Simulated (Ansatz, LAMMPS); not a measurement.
## Atom list for Glassy Na2MgSi3O8 (112 atoms)

The starting structure: 112 atoms (8 Mg, 16 Na, 64 O, 24 Si) placed at random at 2.58 g/cm³, melted at 4500 K for 20 ps at fixed volume with the Morse and Coulomb pair potential with partial charges (Pedone, Malavasi, Menziani, Cormack and Segre, J. Phys. Chem. B 110, 11780 (2006)). Quenched from 4500 K to 300 K at 10 K/ps and fixed volume, held 20 ps at zero pressure.

This is step 2 of a relaxation. Method: Kohn-Sham DFT, PBE, PAW (set soft_2), plane waves (Ansatz 0.2.0); cutoff 420 eV, Γ point, fixed occupations; density 2.67 g/cm³.

Cell vectors (Å):

```
11.203 0.000 0.000
0.000 11.203 0.000
0.000 0.000 11.203
```

Positions (Å):

```
1 Mg 5.576 7.165 2.023
2 Mg 6.344 0.379 4.344
3 Mg 4.455 0.255 6.794
4 Mg 2.667 8.962 8.685
5 Mg 7.885 8.940 3.515
6 Mg 5.404 7.018 7.591
7 Mg 10.343 5.236 6.542
8 Mg 0.966 4.276 10.961
9 Na 10.352 2.109 8.296
10 Na 2.889 6.626 6.292
11 Na 5.349 10.498 1.900
12 Na 7.785 6.678 6.401
13 Na 11.146 7.836 9.976
14 Na 1.199 0.116 6.018
15 Na 9.473 2.669 0.448
16 Na 1.733 6.495 9.239
17 Na 7.394 1.012 8.026
18 Na 6.767 9.519 6.577
19 Na 0.435 3.452 2.782
20 Na 7.824 11.078 0.471
21 Na 9.953 2.709 4.990
22 Na 5.034 6.277 10.227
23 Na 3.149 0.085 3.492
24 Na 3.494 5.384 1.229
25 O 5.878 0.633 10.509
26 O 2.096 0.599 10.768
27 O 1.302 7.568 2.866
28 O 2.905 4.554 4.818
29 O 0.870 7.781 5.393
30 O 3.072 3.590 7.215
31 O 10.434 0.251 4.410
32 O 4.154 2.283 9.242
33 O 0.641 4.050 6.182
34 O 7.395 2.447 4.413
35 O 9.047 9.631 8.809
36 O 3.670 7.375 8.363
37 O 3.233 8.377 4.601
38 O 1.214 9.964 4.008
39 O 6.026 5.250 8.238
40 O 6.906 9.359 10.185
41 O 8.133 8.612 1.600
42 O 8.983 4.957 5.241
43 O 9.071 0.890 9.904
44 O 9.572 2.509 2.780
45 O 3.230 9.978 1.557
46 O 9.916 9.817 11.148
47 O 9.457 0.848 6.734
48 O 7.119 7.885 8.065
49 O 7.933 5.412 2.820
50 O 0.598 2.562 0.489
51 O 8.756 7.401 4.319
52 O 0.166 11.175 9.275
53 O 10.311 9.584 6.165
54 O 7.658 0.636 2.577
55 O 0.660 0.351 1.951
56 O 1.564 2.128 8.738
57 O 6.090 5.540 0.927
58 O 5.841 8.725 3.305
59 O 5.024 1.291 2.959
60 O 5.520 4.179 5.125
61 O 10.138 7.025 7.105
62 O 4.608 6.278 3.621
63 O 1.180 5.418 1.351
64 O 4.907 10.240 5.181
65 O 2.474 4.336 9.707
66 O 6.610 3.080 9.657
67 O 1.934 8.641 10.672
68 O 2.052 2.043 5.243
69 O 10.514 7.470 1.124
70 O 4.373 3.859 2.808
71 O 4.148 7.621 0.684
72 O 8.064 10.431 5.070
73 O 4.283 9.704 10.347
74 O 8.599 5.044 0.317
75 O 7.231 3.210 7.083
76 O 0.904 8.498 7.871
77 O 10.504 5.798 3.187
78 O 8.757 7.212 9.939
79 O 8.536 4.715 8.990
80 O 10.836 5.449 10.023
81 O 2.626 10.975 8.080
82 O 5.562 1.612 6.049
83 O 7.266 3.180 1.767
84 O 2.713 1.934 1.887
85 O 5.468 7.653 5.793
86 O 4.775 2.625 0.539
87 O 10.237 9.623 2.563
88 O 5.709 10.671 8.192
89 Si 6.415 2.949 5.687
90 Si 4.314 2.405 2.095
91 Si 5.601 10.283 9.762
92 Si 0.305 6.544 2.095
93 Si 4.368 4.792 4.116
94 Si 4.852 8.475 4.595
95 Si 9.680 8.861 1.260
96 Si 2.109 3.477 5.822
97 Si 2.867 3.194 8.758
98 Si 1.680 0.519 9.147
99 Si 1.693 8.411 4.178
100 Si 3.252 8.988 0.276
101 Si 7.939 8.483 9.274
102 Si 1.523 1.309 0.946
103 Si 11.059 8.252 6.699
104 Si 5.403 2.199 10.332
105 Si 7.377 4.771 1.422
106 Si 9.492 10.896 5.660
107 Si 8.999 5.944 3.922
108 Si 9.868 10.733 9.676
109 Si 0.000 10.779 3.163
110 Si 9.259 5.671 10.162
111 Si 7.107 4.141 8.476
112 Si 7.982 2.138 2.880
```

**Question.** What force acts on each atom?

Columns: atom, fx, fy, fz (forces in eV/Å).

```
1 -0.389 -0.137 -0.120
2 -0.240 0.546 0.148
3 -0.131 -0.614 0.517
4 -0.236 0.187 0.280
5 0.458 -0.057 0.390
6 -0.484 0.010 0.606
7 0.832 0.135 -0.397
8 -0.125 0.356 -0.012
9 0.193 0.085 0.137
10 -0.219 -0.041 -0.049
11 -0.100 -0.016 -0.428
12 0.480 -0.106 -0.622
13 -0.376 0.872 0.249
14 -0.116 0.066 0.207
15 0.060 -0.286 -0.038
16 0.751 -0.458 -0.253
17 0.410 0.051 0.068
18 -0.181 -0.234 0.149
19 0.006 0.247 -0.064
20 0.184 0.081 0.131
21 -0.164 -0.137 0.210
22 -0.109 0.106 -0.170
23 -0.125 -0.071 0.004
24 -0.077 0.326 0.192
25 0.308 -1.063 0.038
26 0.190 -0.265 -0.027
27 0.550 0.032 -0.237
28 -0.362 0.772 0.315
29 -0.703 -0.529 1.288
30 0.038 0.466 -0.814
31 0.455 1.130 -0.419
32 0.581 -0.043 0.036
33 -1.246 0.683 0.330
34 -0.289 -0.021 1.269
35 0.141 -0.621 -0.928
36 0.496 -0.387 -0.426
37 -0.421 -0.206 -0.312
38 0.328 1.151 -0.256
39 -0.555 1.095 -0.099
40 -0.515 0.283 1.230
41 -0.366 0.439 -0.343
42 0.139 -0.094 -0.104
43 -0.423 0.332 0.114
44 -0.761 -0.063 0.136
45 -0.048 -0.102 -0.224
46 0.353 0.466 -0.737
47 -0.054 0.823 0.412
48 -0.429 0.200 -0.253
49 -0.798 0.143 -0.255
50 -0.410 -0.121 0.270
51 -1.187 3.193 0.967
52 -0.314 -0.850 -1.265
53 0.199 0.044 0.201
54 -1.142 -2.133 -0.158
55 0.029 0.659 -0.067
56 -0.476 -0.588 -0.391
57 -0.916 0.497 -0.121
58 0.188 -0.403 -0.340
59 0.239 -0.716 0.389
60 0.269 0.442 0.528
61 -0.721 -0.730 0.180
62 0.098 0.495 -0.508
63 -0.007 -0.207 -0.339
64 0.094 -0.662 -0.386
65 -0.536 2.602 2.275
66 0.230 -0.494 0.564
67 -0.643 -0.380 -1.730
68 0.007 -2.346 -0.934
69 0.839 -0.594 -0.524
70 -0.484 -0.593 -1.524
71 0.052 -0.152 -0.014
72 -1.186 -0.348 -0.819
73 -0.922 -0.146 -0.716
74 0.566 -0.621 -0.021
75 1.199 0.806 0.796
76 0.670 0.275 1.064
77 0.707 -0.277 -0.286
78 0.240 0.530 0.590
79 1.045 -0.324 -1.052
80 0.232 0.004 -0.120
81 0.316 -0.507 -0.394
82 0.645 -0.103 -0.553
83 -0.310 -0.558 -0.638
84 0.277 0.306 0.402
85 0.680 -0.611 0.760
86 0.345 0.768 0.109
87 0.341 0.844 1.056
88 -0.655 -0.219 0.028
89 -0.833 -0.706 -1.129
90 -0.482 -0.747 -0.080
91 1.436 2.377 -1.468
92 -0.824 -0.130 0.657
93 0.523 -0.234 0.821
94 0.659 2.729 0.782
95 -0.920 -0.370 -0.370
96 0.630 0.881 1.315
97 0.218 -2.263 -1.397
98 0.554 1.547 2.244
99 -1.002 -0.147 -1.093
100 1.173 -0.721 3.311
101 0.615 -0.490 -0.761
102 0.498 0.365 -1.510
103 1.167 -0.457 -0.736
104 -1.117 -0.509 -0.965
105 1.207 0.682 0.905
106 -0.318 -0.374 -0.143
107 1.197 -2.777 -0.781
108 -0.344 0.014 2.198
109 0.058 -2.021 0.404
110 -1.245 -0.659 0.109
111 -1.496 -0.454 -0.141
112 2.131 2.153 -0.315
```

The quench rate of 10 K/ps is many orders above laboratory rates, so the cell is likely richer in defects and strain than a real sample. The network of bonds at the start is that of the classical potential that made the cell. Only the Γ point is sampled, in a cell whose shortest periodic width is 11 Å.

The r.m.s. force component is 0.782 eV/Å; the longest force, 3.59 eV/Å, acts on Si100. The energy lies 51.7 meV/atom below that of the first step of this run.

[Logs are printed without paths, hosts, clocks, repeated set-up lines and the standing remarks that a program may print on its own settings, such as how far it seeks lower states.]

[Hosts, paths, dates, database ids (printed as entryN), source tags and the programs' standing remarks are cut or masked in the printed files.]
